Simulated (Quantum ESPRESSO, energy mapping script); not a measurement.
# Spin model of MnS from collinear orders

Aim: the exchange couplings of MnS from the energies of a few collinear orders, and the ordering temperature that they give.

Calculated with Quantum ESPRESSO 7.5; PBE with U = 4 eV on Mn d, ortho-atomic projectors; plane waves, U on orthogonalised atomic orbitals unless named otherwise, collinear spin, no spin–orbit coupling.

**What experiment says.**

“Single-Crystal and Powder Neutron Diffraction Study of FeXMn1-XS Solid Solutions” (2011, arxiv:1108.4537) reports for MnS, rock salt, by neutron diffraction (x = 0): ordering temperature (Neel temperature) 150 K.

Most raw output is cut from this account.

The database entry behind the starting cell differs from later determinations by our own check (an axis about 0.2 % short against later determinations), so it need not match the best structure at ambient conditions.

## (1) The structure

It takes space group Fm-3m (No. 225, cubic). The conventional cell has a = 5.209 Å, b = 5.209 Å, c = 5.209 Å, α = 90.00°, β = 90.00°, γ = 90.00°. Nearest to Mn lie 6 S at 2.60 Å. Nearest to S lie 6 Mn at 2.60 Å. Farther neighbours and most contacts between anions are not listed.

A Hubbard U penalises fractional filling of the shell. It raises the cost of virtual hops to the neighbours, so couplings that rest on such hops usually weaken. These runs use Quantum ESPRESSO.

## (2) Probe run

One run in the crystal's own cell, under PBE with U = 3 eV on Mn d, ortho-atomic projectors, Quantum ESPRESSO with GBRV potentials, shows which elements keep a moment. Transition or f elements with 0.3 μB or more enter the spin model; moments induced on other atoms do not.

File pw.in:

```
&control
  calculation = 'scf'
  prefix = 'pw'
  outdir = './tmp/'
  pseudo_dir = './pseudo/'
  verbosity = 'low'
/
&system
  ibrav = 0
  nat = 2
  ntyp = 2
  ecutwfc = 45
  ecutrho = 360
  nbnd = 21
  occupations = 'smearing'
  smearing = 'fd'
  degauss = 0.00367493
  nspin = 2
  starting_magnetization(1) = 0.3000
/
&electrons
  conv_thr = 5.0e-09
  electron_maxstep = 120
  mixing_beta = 0.3
  mixing_mode = 'plain'
/
ATOMIC_SPECIES
  Mn 54.9380 Mn.upf
  S 32.0600 S.upf
CELL_PARAMETERS angstrom
  0.00000000 2.60450000 2.60450000
  2.60450000 0.00000000 2.60450000
  2.60450000 2.60450000 0.00000000
ATOMIC_POSITIONS crystal
  Mn 0.00000000 0.00000000 0.00000000
  S 0.50000000 0.50000000 0.50000000
K_POINTS automatic
  7 7 7 0 0 0
HUBBARD {ortho-atomic}
U Mn-3d 3
```

Started as:

```bash
OMP_NUM_THREADS=1 mpirun -n 8 pw.x -nk 8 -in pw.in > pw.out
```

Run time: 11 s. Hardware: 8 MPI ranks of Arm Neoverse N1, shared host; peak memory 0.61 GiB; 73 s of CPU time.

Spin moment in the sphere by atom:

| atom | spin moment in the sphere (μB) |
| --- | --- |
| Mn1 | 4.48 |
| S2 | 0.14 |

The run ends ferromagnetic; Mn carries the moments.

## (3) Run 1 (parallel; cell A, 4 atoms)

Each cell gets its own parallel run on the same mesh, so that most of the mesh error cancels in the differences.

The potential files are GBRV's for PBE; pw.x takes the functional from them.

File pw.in:

```
&control
  calculation = 'scf'
  prefix = 'pw'
  outdir = './tmp/'
  pseudo_dir = './pseudo/'
  verbosity = 'low'
/
&system
  ibrav = 0
  nat = 4
  ntyp = 2
  ecutwfc = 45
  ecutrho = 360
  nbnd = 38
  occupations = 'smearing'
  smearing = 'fd'
  degauss = 0.00367493
  nspin = 2
  starting_magnetization(1) = 0.3000
/
&electrons
  conv_thr = 1.0e-08
  electron_maxstep = 120
  mixing_beta = 0.3
  mixing_mode = 'plain'
/
ATOMIC_SPECIES
  Mn 54.9380 Mn.upf
  S 32.0600 S.upf
CELL_PARAMETERS angstrom
  0.00000000 -2.60450000 -2.60450000
  -2.60450000 0.00000000 -2.60450000
  2.60450000 2.60450000 -5.20900000
ATOMIC_POSITIONS crystal
  Mn 0.50000000 0.50000000 0.50000000
  Mn 0.00000000 0.00000000 0.00000000
  S 0.75000000 0.75000000 0.75000000
  S 0.25000000 0.25000000 0.25000000
K_POINTS automatic
  7 7 7 0 0 0
HUBBARD {ortho-atomic}
U Mn-3d 4
```

Wall time 48 s (8 MPI ranks); peak memory 1.1 GiB; 5.9 min of CPU time.

Spin moment in the sphere by atom:

| atom | spin moment in the sphere (μB) |
| --- | --- |
| Mn1 | 4.51 |
| Mn2 | 4.51 |
| S3 | 0.11 |
| S4 | 0.11 |

The run ends ferromagnetic.

## (4) Order 2: compensated +−, cell A of 4 atoms

This order reverses 6 of the 12 neighbours at 3.68 Å, 6 of the 6 neighbours at 5.21 Å and 12 of the 24 neighbours at 6.38 Å, counted for an average magnetic atom.

Edit pw.in of step 3 so:

```diff
@@ -10,6 +10,6 @@
   nat = 4
-  ntyp = 2
+  ntyp = 3
   ecutwfc = 45
   ecutrho = 360
-  nbnd = 38
+  nbnd = 33
   occupations = 'smearing'
@@ -19,2 +19,3 @@
   starting_magnetization(1) = 0.3000
+  starting_magnetization(2) = -0.3000
 /
@@ -27,3 +28,4 @@
 ATOMIC_SPECIES
-  Mn 54.9380 Mn.upf
+  Mn1 54.9380 Mn.upf
+  Mn2 54.9380 Mn.upf
   S 32.0600 S.upf
@@ -34,4 +36,4 @@
 ATOMIC_POSITIONS crystal
-  Mn 0.50000000 0.50000000 0.50000000
-  Mn 0.00000000 0.00000000 0.00000000
+  Mn1 0.50000000 0.50000000 0.50000000
+  Mn2 0.00000000 0.00000000 0.00000000
   S 0.75000000 0.75000000 0.75000000
@@ -41,2 +43,3 @@
 HUBBARD {ortho-atomic}
-U Mn-3d 4
+U Mn1-3d 4
+U Mn2-3d 4
```

Wall time 47 s (8 MPI ranks); peak memory 1.1 GiB; 5.9 min of CPU time.

Spin moment in the sphere by atom:

| atom | spin moment in the sphere (μB) |
| --- | --- |
| Mn1 | 4.43 |
| Mn2 | -4.43 |
| S3 | 0.00 |
| S4 | 0.00 |

The run ends antiferromagnetic, 56.85 meV a magnetic atom below the parallel order of its cell.

## (5) Parallel start in cell B (4 atoms)

The parallel order again, as the reference for this cell.

This run holds the same structure in another cell (c 6.380 → 5.209 Å, α 73.2 → 90.0°, β 73.2 → 90.0°, γ 60.0 → 90.0°).

File pw.in:

```
&control
  calculation = 'scf'
  prefix = 'pw'
  outdir = './tmp/'
  pseudo_dir = './pseudo/'
  verbosity = 'low'
/
&system
  ibrav = 0
  nat = 4
  ntyp = 2
  ecutwfc = 45
  ecutrho = 360
  nbnd = 38
  occupations = 'smearing'
  smearing = 'fd'
  degauss = 0.00367493
  nspin = 2
  starting_magnetization(1) = 0.3000
/
&electrons
  conv_thr = 1.0e-08
  electron_maxstep = 120
  mixing_beta = 0.3
  mixing_mode = 'plain'
/
ATOMIC_SPECIES
  Mn 54.9380 Mn.upf
  S 32.0600 S.upf
CELL_PARAMETERS angstrom
  0.00000000 -2.60450000 -2.60450000
  0.00000000 2.60450000 -2.60450000
  5.20900000 0.00000000 0.00000000
ATOMIC_POSITIONS crystal
  Mn 0.50000000 0.50000000 0.50000000
  Mn 0.00000000 0.00000000 0.00000000
  S 0.50000000 0.50000000 0.00000000
  S 0.00000000 0.00000000 0.50000000
K_POINTS automatic
  6 6 4 0 0 0
HUBBARD {ortho-atomic}
U Mn-3d 4
```

The job ended after 32 s (8 MPI ranks; peak memory 0.93 GiB; 3.9 min of CPU time).

The run ends ferromagnetic. For each magnetic atom its energy differs from the parallel run of the first cell by 0.86 meV, an error that one common reference would have brought in.

## (6) Order 4: compensated +−, cell B of 4 atoms

This order reverses 8 of the 12 neighbours at 3.68 Å, 0 of the 6 neighbours at 5.21 Å and 16 of the 24 neighbours at 6.38 Å, counted for an average magnetic atom.

Edit pw.in of step 5 so:

```diff
@@ -10,6 +10,6 @@
   nat = 4
-  ntyp = 2
+  ntyp = 3
   ecutwfc = 45
   ecutrho = 360
-  nbnd = 38
+  nbnd = 33
   occupations = 'smearing'
@@ -19,2 +19,3 @@
   starting_magnetization(1) = 0.3000
+  starting_magnetization(2) = -0.3000
 /
@@ -27,3 +28,4 @@
 ATOMIC_SPECIES
-  Mn 54.9380 Mn.upf
+  Mn1 54.9380 Mn.upf
+  Mn2 54.9380 Mn.upf
   S 32.0600 S.upf
@@ -34,4 +36,4 @@
 ATOMIC_POSITIONS crystal
-  Mn 0.50000000 0.50000000 0.50000000
-  Mn 0.00000000 0.00000000 0.00000000
+  Mn1 0.50000000 0.50000000 0.50000000
+  Mn2 0.00000000 0.00000000 0.00000000
   S 0.50000000 0.50000000 0.00000000
@@ -41,2 +43,3 @@
 HUBBARD {ortho-atomic}
-U Mn-3d 4
+U Mn1-3d 4
+U Mn2-3d 4
```

Wall time 63 s (8 MPI ranks); peak memory 0.95 GiB; 6.6 min of CPU time.

The run ends antiferromagnetic, 21.44 meV a magnetic atom below the parallel order of its cell.

## (7) Order 5: parallel, cell C of 6 atoms

File pw.in:

```
&control
  calculation = 'scf'
  prefix = 'pw'
  outdir = './tmp/'
  pseudo_dir = './pseudo/'
  verbosity = 'low'
/
&system
  ibrav = 0
  nat = 6
  ntyp = 2
  ecutwfc = 45
  ecutrho = 360
  nbnd = 54
  occupations = 'smearing'
  smearing = 'fd'
  degauss = 0.00367493
  nspin = 2
  starting_magnetization(1) = 0.3000
/
&electrons
  conv_thr = 1.5e-08
  electron_maxstep = 120
  mixing_beta = 0.3
  mixing_mode = 'plain'
/
ATOMIC_SPECIES
  Mn 54.9380 Mn.upf
  S 32.0600 S.upf
CELL_PARAMETERS angstrom
  0.00000000 2.60450000 2.60450000
  -2.60450000 0.00000000 -2.60450000
  -5.20900000 -5.20900000 5.20900000
ATOMIC_POSITIONS crystal
  Mn 0.00000000 0.00000000 0.00000000
  Mn 0.33333333 0.66666667 0.66666667
  Mn 0.66666667 0.33333333 0.33333333
  S 0.66666667 0.33333333 0.83333333
  S 0.00000000 0.00000000 0.50000000
  S 0.33333333 0.66666667 0.16666667
K_POINTS automatic
  7 7 3 0 0 0
HUBBARD {ortho-atomic}
U Mn-3d 4
```

It took 62 s on 8 MPI ranks; peak memory 1.3 GiB; 7.1 min of CPU time.

The run ends ferromagnetic. For each magnetic atom its energy differs from the parallel run of the first cell by 0.01 meV, an error that one common reference would have brought in.

## (8) Run 6 (uncompensated ++−; cell C, 6 atoms)

This order reverses 4 of the 12 neighbours at 3.68 Å, 4 of the 6 neighbours at 5.21 Å and 12 of the 24 neighbours at 6.38 Å, counted for an average magnetic atom.

Edit pw.in of step 7 so:

```diff
@@ -10,6 +10,6 @@
   nat = 6
-  ntyp = 2
+  ntyp = 3
   ecutwfc = 45
   ecutrho = 360
-  nbnd = 54
+  nbnd = 49
   occupations = 'smearing'
@@ -19,2 +19,3 @@
   starting_magnetization(1) = 0.3000
+  starting_magnetization(2) = -0.3000
 /
@@ -27,3 +28,4 @@
 ATOMIC_SPECIES
-  Mn 54.9380 Mn.upf
+  Mn1 54.9380 Mn.upf
+  Mn2 54.9380 Mn.upf
   S 32.0600 S.upf
@@ -34,5 +36,5 @@
 ATOMIC_POSITIONS crystal
-  Mn 0.00000000 0.00000000 0.00000000
-  Mn 0.33333333 0.66666667 0.66666667
-  Mn 0.66666667 0.33333333 0.33333333
+  Mn1 0.00000000 0.00000000 0.00000000
+  Mn1 0.33333333 0.66666667 0.66666667
+  Mn2 0.66666667 0.33333333 0.33333333
   S 0.66666667 0.33333333 0.83333333
@@ -43,2 +45,3 @@
 HUBBARD {ortho-atomic}
-U Mn-3d 4
+U Mn1-3d 4
+U Mn2-3d 4
```

The job ended after 59 s (8 MPI ranks; peak memory 1.4 GiB).

The run ends ferrimagnetic, 44.20 meV a magnetic atom below the parallel order of its cell.

## (9) Order 7: parallel, cell D of 6 atoms

A new cell needs its own zero of energy.

This run holds the same structure in another cell (b 3.683 → 5.209 Å, c 9.022 → 6.380 Å, α 90.0 → 114.1°, β 90.0 → 106.8°, γ 120.0 → 90.0°).

File pw.in:

```
&control
  calculation = 'scf'
  prefix = 'pw'
  outdir = './tmp/'
  pseudo_dir = './pseudo/'
  verbosity = 'low'
/
&system
  ibrav = 0
  nat = 6
  ntyp = 2
  ecutwfc = 45
  ecutrho = 360
  nbnd = 54
  occupations = 'smearing'
  smearing = 'fd'
  degauss = 0.00367493
  nspin = 2
  starting_magnetization(1) = 0.3000
/
&electrons
  conv_thr = 1.5e-08
  electron_maxstep = 120
  mixing_beta = 0.3
  mixing_mode = 'plain'
/
ATOMIC_SPECIES
  Mn 54.9380 Mn.upf
  S 32.0600 S.upf
CELL_PARAMETERS angstrom
  0.00000000 -2.60450000 -2.60450000
  -5.20900000 0.00000000 0.00000000
  2.60450000 5.20900000 -2.60450000
ATOMIC_POSITIONS crystal
  Mn 0.66666667 0.66666667 0.33333333
  Mn 0.33333333 0.33333333 0.66666667
  Mn 0.00000000 0.00000000 0.00000000
  S 0.66666667 0.16666667 0.33333333
  S 0.33333333 0.83333333 0.66666667
  S 0.00000000 0.50000000 0.00000000
K_POINTS automatic
  6 6 6 0 0 0
HUBBARD {ortho-atomic}
U Mn-3d 4
```

Run time: 2.2 min. Hardware: 8 MPI ranks; peak memory 1.5 GiB; 16 min of CPU time.

The run ends ferromagnetic. For each magnetic atom its energy differs from the parallel run of the first cell by 0.01 meV, an error that one common reference would have brought in.

## (10) Order 8: uncompensated ++−, cell D of 6 atoms

This order reverses 6.67 of the 12 neighbours at 3.68 Å, 2.67 of the 6 neighbours at 5.21 Å and 8 of the 24 neighbours at 6.38 Å, counted for an average magnetic atom.

Edit pw.in of step 9 so:

```diff
@@ -10,6 +10,6 @@
   nat = 6
-  ntyp = 2
+  ntyp = 3
   ecutwfc = 45
   ecutrho = 360
-  nbnd = 54
+  nbnd = 49
   occupations = 'smearing'
@@ -19,2 +19,3 @@
   starting_magnetization(1) = 0.3000
+  starting_magnetization(2) = -0.3000
 /
@@ -27,3 +28,4 @@
 ATOMIC_SPECIES
-  Mn 54.9380 Mn.upf
+  Mn1 54.9380 Mn.upf
+  Mn2 54.9380 Mn.upf
   S 32.0600 S.upf
@@ -34,5 +36,5 @@
 ATOMIC_POSITIONS crystal
-  Mn 0.66666667 0.66666667 0.33333333
-  Mn 0.33333333 0.33333333 0.66666667
-  Mn 0.00000000 0.00000000 0.00000000
+  Mn1 0.66666667 0.66666667 0.33333333
+  Mn1 0.33333333 0.33333333 0.66666667
+  Mn2 0.00000000 0.00000000 0.00000000
   S 0.66666667 0.16666667 0.33333333
@@ -43,2 +45,3 @@
 HUBBARD {ortho-atomic}
-U Mn-3d 4
+U Mn1-3d 4
+U Mn2-3d 4
```

The job ended after 2.3 min (8 MPI ranks; peak memory 1.5 GiB).

The run ends ferrimagnetic, 39.76 meV a magnetic atom below the parallel order of its cell.

## (11) Parallel start in cell E (6 atoms)

This run holds the same structure in another cell (b 5.209 → 3.683 Å, c 6.380 → 8.236 Å, α 114.1 → 102.9°, β 106.8 → 102.9°).

File pw.in:

```
&control
  calculation = 'scf'
  prefix = 'pw'
  outdir = './tmp/'
  pseudo_dir = './pseudo/'
  verbosity = 'low'
/
&system
  ibrav = 0
  nat = 6
  ntyp = 2
  ecutwfc = 45
  ecutrho = 360
  nbnd = 54
  occupations = 'smearing'
  smearing = 'fd'
  degauss = 0.00367493
  nspin = 2
  starting_magnetization(1) = 0.3000
/
&electrons
  conv_thr = 1.5e-08
  electron_maxstep = 120
  mixing_beta = 0.3
  mixing_mode = 'plain'
/
ATOMIC_SPECIES
  Mn 54.9380 Mn.upf
  S 32.0600 S.upf
CELL_PARAMETERS angstrom
  0.00000000 2.60450000 2.60450000
  0.00000000 2.60450000 -2.60450000
  -7.81350000 -2.60450000 0.00000000
ATOMIC_POSITIONS crystal
  Mn 0.00000000 0.00000000 0.00000000
  Mn 0.33333333 0.33333333 0.66666667
  Mn 0.66666667 0.66666667 0.33333333
  S 0.83333333 0.83333333 0.66666667
  S 0.16666667 0.16666667 0.33333333
  S 0.50000000 0.50000000 0.00000000
K_POINTS automatic
  6 6 6 0 0 0
HUBBARD {ortho-atomic}
U Mn-3d 4
```

The job ended after 84 s (8 MPI ranks; peak memory 1.3 GiB; 9.9 min of CPU time).

The run ends ferromagnetic. For each magnetic atom its energy differs from the parallel run of the first cell by 0.69 meV, an error that one common reference would have brought in.

## (12) Order 10: uncompensated ++−, cell E of 6 atoms

This order reverses 5.33 of the 12 neighbours at 3.68 Å, 1.33 of the 6 neighbours at 5.21 Å and 16 of the 24 neighbours at 6.38 Å, counted for an average magnetic atom.

Edit pw.in of step 11 so:

```diff
@@ -10,6 +10,6 @@
   nat = 6
-  ntyp = 2
+  ntyp = 3
   ecutwfc = 45
   ecutrho = 360
-  nbnd = 54
+  nbnd = 49
   occupations = 'smearing'
@@ -19,2 +19,3 @@
   starting_magnetization(1) = 0.3000
+  starting_magnetization(2) = -0.3000
 /
@@ -27,3 +28,4 @@
 ATOMIC_SPECIES
-  Mn 54.9380 Mn.upf
+  Mn1 54.9380 Mn.upf
+  Mn2 54.9380 Mn.upf
   S 32.0600 S.upf
@@ -34,5 +36,5 @@
 ATOMIC_POSITIONS crystal
-  Mn 0.00000000 0.00000000 0.00000000
-  Mn 0.33333333 0.33333333 0.66666667
-  Mn 0.66666667 0.66666667 0.33333333
+  Mn1 0.00000000 0.00000000 0.00000000
+  Mn1 0.33333333 0.33333333 0.66666667
+  Mn2 0.66666667 0.66666667 0.33333333
   S 0.83333333 0.83333333 0.66666667
@@ -43,2 +45,3 @@
 HUBBARD {ortho-atomic}
-U Mn-3d 4
+U Mn1-3d 4
+U Mn2-3d 4
```

It took 82 s on 8 MPI ranks; peak memory 1.3 GiB; 11 min of CPU time.

The run ends ferrimagnetic, 28.05 meV a magnetic atom below the parallel order of its cell.

## (13) From energies to couplings

Each energy difference is a sum of couplings weighted by the pairs that the order reverses. A few near shells are fitted to the differences by least squares. Energies are those extrapolated to zero occupation width, not the free energies F.

Energies from the parallel order of the same cell:

| order | atoms | energy (meV a magnetic atom) | moments (μB) | moments kept as typed | opposed neighbours at 3.68, 5.21, 6.38 Å |
| --- | --- | --- | --- | --- | --- |
| parallel in cell A | 4 | 0.00 | 4.51 | yes | 0, 0, 0 |
| compensated +− in cell A | 4 | -56.85 | 4.43 | yes | 6, 6, 12 |
| parallel in cell B | 4 | 0.00 | 4.51 | yes | 0, 0, 0 |
| compensated +− in cell B | 4 | -21.44 | 4.48 | yes | 8, 0, 16 |
| parallel in cell C | 6 | 0.00 | 4.51 | yes | 0, 0, 0 |
| uncompensated ++− in cell C | 6 | -44.20 | 4.42 to 4.46 | yes | 4, 4, 12 |
| parallel in cell D | 6 | 0.00 | 4.51 | yes | 0, 0, 0 |
| uncompensated ++− in cell D | 6 | -39.76 | 4.43 to 4.47 | yes | 6.67, 2.67, 8 |
| parallel in cell E | 6 | 0.00 | 4.51 | yes | 0, 0, 0 |
| uncompensated ++− in cell E | 6 | -28.05 | 4.46 to 4.48 | yes | 5.33, 1.33, 16 |

Fitted to E = −Σ J e·e over ordered pairs of unit vectors (J > 0 favours parallel moments):

| pair | distance (Å) | neighbours | J (meV) |
| --- | --- | --- | --- |
| Mn–Mn | 3.68 | 12 | -1.01 |
| Mn–Mn | 5.21 | 6 | -3.49 |
| Mn–Mn | 6.38 | 24 | -0.151 |
| Mn–Mn | 7.37 | 12 | -0.400 |

Adding the shell at 8.24 Å gives -0.86, -3.4, -0.13, -0.43 and -0.12 meV and a mean-field temperature of 118 K, an exact solve that tests nothing.

In mean field these couplings order at 125 K, at q = (0.50, 0.50, 0.50) in fractions of the conventional cell's reciprocal vectors, and give a Curie–Weiss temperature of -320 K.

## (14) Ordering temperature by Monte Carlo

Mean field ignores fluctuations and overstates the ordering temperature, so the model is also sampled. The heat capacity peaks where order sets in.

Classical unit spins with these couplings on 8×8×4 copies of a cell that holds the lowest order (512 spins), heat-bath sweeps, cooled from random directions, 831 sweeps to settle and 2493 measured at each temperature, averaged over 8 runs.

| T (K) | order along the lowest pattern | net moment | heat capacity (k_B a spin) |
| --- | --- | --- | --- |
| 15.0 | 0.43 | 0.01 | 1.04 |
| 25.6 | 0.46 | 0.01 | 1.08 |
| 41.6 | 0.39 | 0.01 | 1.19 |
| 52.2 | 0.33 | 0.01 | 1.30 |
| 62.9 | 0.32 | 0.01 | 1.54 |
| 73.5 | 0.25 | 0.02 | 1.85 |
| 78.9 | 0.22 | 0.02 | 1.85 |
| 89.5 | 0.15 | 0.02 | 1.19 |
| 100 | 0.12 | 0.02 | 0.67 |
| 111 | 0.10 | 0.02 | 0.50 |
| 127 | 0.08 | 0.02 | 0.35 |
| 137 | 0.08 | 0.02 | 0.28 |

The smoothed heat capacity peaks at 74 K. The order column follows one pattern alone; equivalent domains or another pattern share the rest.

## (15) Results

| Item | Value |
| --- | --- |
| lowest order tried | compensated +− in cell A |
| largest fitted value, Mn–Mn at 5.21 Å | -3.49 meV |
| ordering temperature, mean field | 125 K |
| heat-capacity peak, Monte Carlo | 74 K |

What this shows: Of the orders tried, MnS prefers the order “compensated +− in cell A” under PBE+U (4 eV), QE, GBRV, with 6 of 12 neighbours at 3.68 Å, 6 of 6 neighbours at 5.21 Å and 12 of 24 neighbours at 6.38 Å opposed, and the heat capacity of the fitted model peaks near 74 K (Monte Carlo, classical spins). The largest fitted coupling is the Mn–Mn pair at 5.21 Å, antiferromagnetic at -3.5 meV, across a ligand at about 180°. The straight metal–ligand–metal path outweighs the right-angled one, the pattern expected of superexchange through one ligand p orbital, which these runs do not test. The orders also reverse pairs at 8.24 Å, which are not fitted, so the fitted values hold their part too. With 5 differences for 4 couplings the fit misses by 1.4 meV at most, a small part of the spread. In the fitted orders moments change by up to 2.0 % against the parallel run of the same cell, so their size stays put. Monte Carlo puts the peak at 0.59 of the mean-field temperature, since mean field leaves out fluctuations. In tests on simple cubic and body-centred models such peaks lay 5 to 6 % under the bulk value. On cooling, the order along the one computed pattern stays at or under 0.46: the model settles in an equivalent domain, a degenerate mixture or another order. The Curie–Weiss temperature is 4.3 times the peak temperature in size, a mark of frustration. The parallel order holds 5 μB a magnetic atom, spin 2.5; the common factor (S+1)/S would raise the classical 74 K to 104 K, a correction that often overshoots. The classical value and the one scaled by (S+1)/S differ by a factor of 1.4, so closeness of either to the measured temperature is partly a matter of convention.

Computed beside measured:

```
                             quantity  measured  PBE+U (4 eV), QE, GBRV, Monte Carlo  PBE+U (4 eV), QE, GBRV, Monte Carlo × (S+1)/S
ordering temperature (spin model) (K)       150                         74 (-50.7 %)                                  104 (-30.9 %)
```

Measured values from arxiv:1108.4537 (2011).

**Verdict.** For the ordering temperature, of the levels listed nearest comes PBE+U (4 eV), QE, GBRV, Monte Carlo × (S+1)/S (-30.9 %, a clear miss) and farthest PBE+U (4 eV), QE, GBRV, Monte Carlo (-50.7 %, a clear miss). A U picked for its result is no test. No cell relaxation is part of this session.

[Logs and program files are shortened in this print: banners, set-up blocks, solver, clock and traceback lines can be left out without a mark of their own.]

[Logs are printed without paths, hosts, clocks, repeated set-up lines and the standing remarks that a program may print on its own settings, such as how far it seeks lower states.]

[Hosts, paths, dates, database ids (printed as entryN), source tags and the programs' standing remarks are cut or masked in the printed files.]

[Where a cell is said to come from a database of computed structures, the database is the Materials Project.]
